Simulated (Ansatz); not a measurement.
# Li (Im-3m, 1 atom in the cell): the cell at rest

Aim: bring Li (Im-3m, 1 atom in the cell) to small forces and stress, as phonons need.

Calculated with Ansatz 0.2.0; DFT PBE, scalar-relativistic, plane waves, PAW.

**1. Set-up**

Symmetry: Im-3m, No. 229, cubic system. Conventional cell: a = 3.509 Å, b = 3.509 Å, c = 3.509 Å, α = 90.00°, β = 90.00°, γ = 90.00°. Li has 8 Li at 3.04 Å nearest.

**2. Probe on a coarse mesh**

A quick single point on a coarse mesh tells whether the cell has a gap and how far it is from rest, which sets the k mesh and smearing that follow.

Contents of input.yaml:

```yaml
crystal:
  lattice:
    - [-1.75465, 1.75465, 1.75465]
    - [1.75465, -1.75465, 1.75465]
    - [1.75465, 1.75465, -1.75465]
  atoms:
    - { symbol: Li, position: [0.0, 0.0, 0.0] }
kpoints:
  mp_grid: { grid: [8, 8, 8] }
hamiltonian:
  xc: pbe
scf:
  occupations: { method: gaussian, width: 0.1 }
output:
  forces: true
  stress: true
  eigenvalues: true
```

The run is started by

```bash
$ ansatz run input.yaml --threads 4 --pin off --max-ram 7168MiB --backend cpu --events-out ev --progress --plain --runs-dir out
```

Numbers of over 12 decimals in the logs are rounded to 6 here.

Output:

```text
Engine: ansatz 0.2.0, aarch64-unknown-linux-gnu
Pseudopotentials: kind: paw
Pseudopotential: Li, paw, valence charge 3, recommended cutoff 420 eV (normal), Li.paw.azcp
Functional definition: PBE
  parameter kappa = 0.804
  parameter beta = 0.066725
  exchange = pbe_x(kappa = kappa, mu = beta*pi^2/3)
  correlation = pbe_c(beta = beta)
Crystal: 1 atoms, lattice volume = 21.609 Å³
[...]
0.000000       0.000000      -0.761036
  P = ⅓ Tr σ = -0.7610 GPa (-7.610 kbar)
--- Band table (eV; the first three rows and the last of 29) ---
  k-point 0: bands = ["-45.8017", "-2.6641", "14.7742", "14.7742", "14.7742", "19.4129"]
  k-point 1: bands = ["-45.7995", "-2.3745", "12.9070", "13.6565", "14.3081", "17.3094"]
  k-point 2: bands = ["-45.7943", "-1.5068", "9.1364", "12.1091", "13.2931", "15.4371"]
  k-point 28: bands = ["-45.7764", "6.1207", "6.1207", "6.1207", "8.3208", "8.3208"]
[key lines of the parts left out:]
SCF converged after 6 iterations
Free energy (F): -204.673721 eV
Fermi energy:    0.864585 eV
```

Run time: 0.18 s. Hardware: 4 threads of Arm Neoverse V2, shared host; peak memory 0.23 GiB; 0.42 s of CPU time.

This step gave:

```yaml
pressure: -0.7610 GPa
volume_per_atom: 21.61 Å³
gap_on_the_k_mesh: 0 eV
```

The coarse mesh shows no gap and a pressure of -0.8 GPa.

**3. Relaxation**

Harmonic phonons are second derivatives at a point where the forces vanish, and they are wanted at zero stress, so atoms and cell are relaxed first.

input.yaml, the sections that differ from step 2:

```yaml
kpoints:
  mp_grid: { grid: [16, 16, 16] }
output:
  forces: true
  stress: true
  eigenvalues: true
  write_density: true
  write_potential: true
  elf: true
  volumetric_format: npy
relax:
  adjacent_minimum: "off"
  f_tol: 0.005
  max_steps: 80
  cell: { stress_tol: 0.05 }
# crystal, hamiltonian, scf: as in step 2
```

Output:

```text
[...]
Crystal: 1 atoms, lattice volume = 21.609 Å³
Basis set: ecut = 420 eV, 429 PW (Γ), exchange–correlation on 48×48×48 points (8 copies of the dense FFT grid, shifted against one another)
Bands: 6, of which v1, the nominal top of the filled ones, is band 2 counted from 1 (1 counted from 0)
Symmetry: 48 space group operations
[...]
k-points: 145 of 4096
[...]
SCF iter   1: F=—  HF=-204.684521 eV  |F-HF|=—  |Δ(HF+E_count)|=         —  Δρ=1.69e-4  dr2=4.78e-6  ethr=1.77e-3  ⟨swp⟩=4.1  Hψ=6780  notcnv=0
[...]
SCF iter   6: F=-204.684523 eV  HF=-204.684523 eV  |F-HF|=5.68e-14  |Δ(HF+E_count)|=  1.14e-13  Δρ=3.89e-9  dr2=1.89e-15  ethr=1.00e-12  ⟨swp⟩=2.8  Hψ=2921  notcnv=0
SCF 1 converged in 6 iterations: F = -204.684523 eV  dr2 = 1.89e-15
[...]
relax step   1: F+E_penalty+E_count = -204.68452334 eV  Δ(F+E_penalty+E_count) = +0.000e0 eV  max|allowed force component| = 0.000e0 eV/Å  Δτ_max = 0.0000 Å  P = -0.802 GPa  Ω = 21.609 Å³  (6 SCF iters, accepted)
Crystal: 1 atoms, lattice volume = 21.025 Å³
Basis set: ecut = 420 eV, 381 PW (Γ), exchange–correlation on 48×48×48 points (8 copies of the dense FFT grid, shifted against one another)
[...]
iter 1 solved again at ethr=1.51e-7 eV; its pass at ethr=3.10e-3 eV (dr2=4.54e-6 eV) is discarded
[...]
SCF iter   3: F=-204.686877 eV  HF=-204.686877 eV  |F-HF|=3.11e-11  |Δ(HF+E_count)|=   2.83e-6  Δρ=2.80e-6  dr2=5.33e-10  ethr=3.33e-9  ⟨swp⟩=4.1  Hψ=3043  notcnv=0
SCF 2 converged in 3 iterations: F = -204.686877 eV  dr2 = 5.33e-10
relax step   2: F+E_penalty+E_count = -204.68687680 eV  Δ(F+E_penalty+E_count) = -2.353e-3 eV  max|allowed force component| = 0.000e0 eV/Å  Δτ_max = 0.0000 Å  P = -0.482 GPa  Ω = 21.025 Å³  energy of the carried Pulay correction = +3.739e-6 eV  (3 SCF iters, dr2 threshold 1.00e-7 eV, accepted)
Crystal: 1 atoms, lattice volume = 20.205 Å³
[...]
SCF iter   3: F=-204.688049 eV  HF=-204.688049 eV  |F-HF|=3.73e-10  |Δ(HF+E_count)|=   6.17e-6  Δρ=4.34e-6  dr2=1.23e-9  ethr=3.33e-9  ⟨swp⟩=4.0  Hψ=3048  notcnv=0
SCF 3 converged in 3 iterations: F = -204.688049 eV  dr2 = 1.23e-9
relax step   3: F+E_penalty+E_count = -204.68804924 eV  Δ(F+E_penalty+E_count) = -1.172e-3 eV  max|allowed force component| = 0.000e0 eV/Å  Δτ_max = 0.0000 Å  P = +0.041 GPa  Ω = 20.205 Å³  energy of the carried Pulay correction = +9.172e-6 eV  (3 SCF iters, dr2 threshold 1.00e-7 eV, accepted)
Basis set: ecut = 420 eV, 381 PW (Γ), exchange–correlation on 40×40×40 points (8 copies of the dense FFT grid, shifted against one another)
[...]
SCF iter   3: F=-204.688036 eV  HF=-204.688036 eV  |F-HF|=1.38e-10  |Δ(HF+E_count)|=   2.57e-9  Δρ=5.96e-7  dr2=8.06e-12  ethr=1.00e-12  ⟨swp⟩=2.2  Hψ=2647  notcnv=0
SCF 4 converged in 3 iterations: F = -204.688036 eV  dr2 = 8.06e-12
relax step   4: F+E_penalty+E_count = -204.68803594 eV  Δ(F+E_penalty+E_count) = +1.330e-5 eV  max|allowed force component| = 0.000e0 eV/Å  Δτ_max = 0.0000 Å  P = +0.042 GPa  Ω = 20.205 Å³  stress off target by 4.20e-2 GPa  SCF on the basis re-selected at this cell (its energy is not comparable with the rows above)  (3 SCF iters)
basis re-selected at this cell: Δ(F+E_penalty+E_count) = +1.330e-5 eV, ΔP = +0.001 GPa vs the last step (what re-selecting the basis moved, of the pressure what is left beyond the Pulay correction that the steps carried, after the strain that the cell walked since its last selection, with what the two solves' SCF thresholds leave and, on support functions, any second-order correction that the steps lacked; it is no measure of the basis error at this ecutwfc). The dense FFT grid was sized anew with the basis: this SCF ran on 20×20×20 points, the steps before it on 24×24×24, so part of this shift can come from that change (see relax.cell in the input reference). [rest of the remark cut]
SCF converged after 3 iterations
Free energy (F): -204.688036 eV
[...]
Internal energy: -204.685165 eV  (E = F + TS)
E sigma→0 (E₀):  -204.686600 eV
Entropy (-TS):   -0.002871 eV (-2.871 meV/atom)
Fermi energy:    1.023075 eV
[...]
--- Stress (GPa, compression-positive) ---
        0.041993       0.000000       0.000000
       -0.000000       0.041993      -0.000000
        0.000000       0.000000       0.041993
  P = ⅓ Tr σ = 0.0420 GPa (0.420 kbar)
--- Band table (eV; the first three rows and the last of 145) ---
[...]
--- Relaxed structure (3 steps of the walk, 3 accepted, 1 SCFs on fresh bases) ---
  F+E_penalty+E_count = -204.68803594 eV   max|allowed force component| = 0.000e0 eV/Å   (the final SCF, on the basis selected at the relaxed cell)
  cell:  # Å, volume = 20.2053 Å³
    - [-1.715808, 1.715808, 1.715808]
    - [1.715808, -1.715808, 1.715808]
    - [1.715808, 1.715808, -1.715808]
  atoms:
    - { symbol: Li, position: [0.0, 0.0, 0.0] }
```

The job ended after 1.5 s (4 threads; peak memory 0.28 GiB; 4.9 s of CPU time).

Step by step:

```csv
step,energy less that of the first step (eV),largest force component (eV/Å),pressure (GPa),volume (Å³)
1,0.0000,0.0000,-0.80,21.61
2,-0.0024,0.0000,-0.48,21.03
3,-0.0035,0.0000,0.04,20.21
4*,-0.0035,0.0000,0.04,20.21
```

Relaxation steps marked * repeat the geometry before them on a plane-wave basis chosen anew for their cell, so energy and pressure can jump there.

```csv
"conventional cell, symmetrised",before,after,change
a (Å),3.509,3.432,-2.2 %
b (Å),3.509,3.432,-2.2 %
c (Å),3.509,3.432,-2.2 %
volume (Å³/atom),21.61,20.21,-6.5 %
```

Final coordinates:

```
Li
1.0
    -1.71581    1.71581    1.71581
     1.71581   -1.71581    1.71581
     1.71581    1.71581   -1.71581
Li
1
Direct
  0.00000 0.00000 0.00000
```

Numbers from this step:

* pressure: 0.04199 GPa
* volume per atom: 20.21 Å³

ELF in the ac plane of the conventional cell at fractional y = 0.000, with atoms of Li within 0.2 Å of it. It is the smooth field of the valence electrons, not physical close to the nuclei.

Ten even steps from '0' (0.37 × 1e-1) to '9' (9.91 × 1e-1), each cell a mean:
```
98301456530059
64001466531015
00013566652000
00135666654210
23455666665533
55566666666655
66666666666666
56666666666665
44556666666544
01245666655311
00014566653100
42002566541003
97201466530048
99400456520069
```
Columns run along a (3.4 Å), rows up along c (3.4 Å), edges of the conventional cell, whose origin can differ from the input's. Atoms in or near the plane, at fractional coordinates: Li at (0.00, 0.00).

Valence density in the ac plane of the conventional cell at fractional y = 0.000, with atoms of Li within 0.2 Å of it. It is the smooth field of the valence electrons, not physical close to the nuclei.

Ten steps, logarithmic in the rise over the least value, from '_' (0.1 e/Å³) to '@' (8.3 e/Å³), each cell a mean:
```
@@%%==________________..**%%
**++..__________________--**
..________________________..
____________________________
____________________________
____________________________
____________________________
____________________________
____________________________
____________________________
____________________________
++--____________________..==
%%##--__________________++%%
@@%%++________________..**@@
```
Columns run along a (3.4 Å), rows up along c (3.4 Å), edges of the conventional cell, whose origin can differ from the input's. Atoms in or near the plane, at fractional coordinates: Li at (0.00, 0.00).

Electrostatic potential energy in the ac plane of the conventional cell at fractional y = 0.000, with atoms of Li within 0.2 Å of it. With pseudopotentials it is smooth inside the atoms' cores, unlike the true potential.

Values in eV, 14 rows by 14 columns, each cell a mean:
```
-29 -27 -16  -4   0   2   3   3   3   2  -1  -7 -21 -28
-23 -19  -9  -2   1   3   3   4   3   2   0  -3 -13 -21
 -9  -6  -2   0   2   3   3   4   3   3   1   0  -3  -7
 -1   0   1   2   3   3   4   4   3   3   2   1   0  -1
  2   2   2   3   3   3   4   4   4   3   3   3   2   2
  3   3   3   3   4   4   4   4   4   4   3   3   3   3
  3   4   4   4   4   4   4   4   4   4   4   4   4   3
  3   3   3   4   4   4   4   4   4   4   4   3   3   3
  2   2   3   3   3   4   4   4   4   3   3   3   3   2
  0   1   1   2   3   3   4   4   4   3   3   2   1   0
 -5  -3  -1   1   2   3   4   4   3   3   2   0  -2  -4
-18 -14  -6  -1   1   3   3   4   3   2   1  -2  -9 -16
-28 -25 -14  -3   1   2   3   4   3   2   0  -6 -19 -27
-29 -28 -18  -5   0   2   3   3   3   2  -1  -9 -23 -29
```
Columns run along a (3.4 Å; values clipped at the 3rd and 97th percentile), rows up along c (3.4 Å), edges of the conventional cell, whose origin can differ from the input's. Atoms in or near the plane, at fractional coordinates: Li at (0.00, 0.00).

In this step the volume went from 21.61 to 20.21 Å³/atom.

**4. Relaxing to small forces for the phonons**

Phonons need a cell at rest on their own settings, so the relaxation is repeated with tight tolerances on forces and stress, using the mesh and the filling of the phonon run that follows.

Contents of input.yaml:

```yaml
crystal:
  lattice:
    - [-1.7158076011, 1.7158076011, 1.7158076011]
    - [1.7158076011, -1.7158076011, 1.7158076011]
    - [1.7158076011, 1.7158076011, -1.7158076011]
  atoms:
    - { symbol: Li, position: [0.0, 0.0, 0.0] }
kpoints:
  mp_grid: { grid: [16, 16, 16] }
hamiltonian:
  xc: pbe
scf:
  occupations: { method: methfessel_paxton, width: 0.15 }
output:
  forces: true
  stress: true
  eigenvalues: true
relax:
  adjacent_minimum: "off"
  f_tol: 0.001
  max_steps: 60
  cell: { stress_tol: 0.01 }
```

Output:

```text
[...]
Crystal: 1 atoms, lattice volume = 20.205 Å³
Basis set: ecut = 420 eV, 381 PW (Γ), exchange–correlation on 40×40×40 points (8 copies of the dense FFT grid, shifted against one another)
Bands: 6, of which v1, the nominal top of the filled ones, is band 2 counted from 1 (1 counted from 0)
Symmetry: 48 space group operations
[...]
k-points: 145 of 4096
[...]
-0.000000      -0.000000      -0.000367
  P = ⅓ Tr σ = -0.0004 GPa (-0.004 kbar)
--- Band table (eV; the first three rows and the last of 145) ---
[...]
--- Relaxed structure (3 steps of the walk, 3 accepted, 1 SCFs on fresh bases) ---
[...]
cell:  # Å, volume = 20.2659 Å³
    - [-1.717521, 1.717521, 1.717521]
    - [1.717521, -1.717521, 1.717521]
    - [1.717521, 1.717521, -1.717521]
  atoms:
    - { symbol: Li, position: [0.0, 0.0, 0.0] }
[key lines of the parts left out:]
SCF converged after 4 iterations
Free energy (F): -204.686879 eV
Fermi energy:    1.012334 eV
```

It took 1.3 s on 4 threads; peak memory 0.27 GiB.

Little changed from the start: no atom moved by 0.005 Å and no cell edge by 0.1 %.

This step gave:

```
pressure        : -3.67e-4 GPa
volume per atom : 20.27 Å³
```

The forces vanish by symmetry and the pressure is 0.000 GPa, within the tolerances set. The cell now holds 20.27 Å³/atom.

**5. Results**

```
space group after relaxation (within 0.01 Å) : Im-3m
lattice constant a                           : 3.435 Å
lattice constant b                           : 3.435 Å
lattice constant c                           : 3.435 Å
volume per atom                              : 20.3 Å³
```

**Reading.** The forces vanish by symmetry and the pressure is 0.000 GPa, within the tolerances set. The cell now holds 20.27 Å³/atom. The relaxation keeps the symmetry of its start, so it says nothing on stability against lower symmetry.

[Logs are printed without paths, hosts, clocks, repeated set-up lines and the standing remarks that a program may print on its own settings, such as how far it seeks lower states.]

[Hosts, paths, dates, database ids (printed as entryN), source tags and the programs' standing remarks are cut or masked in the printed files.]
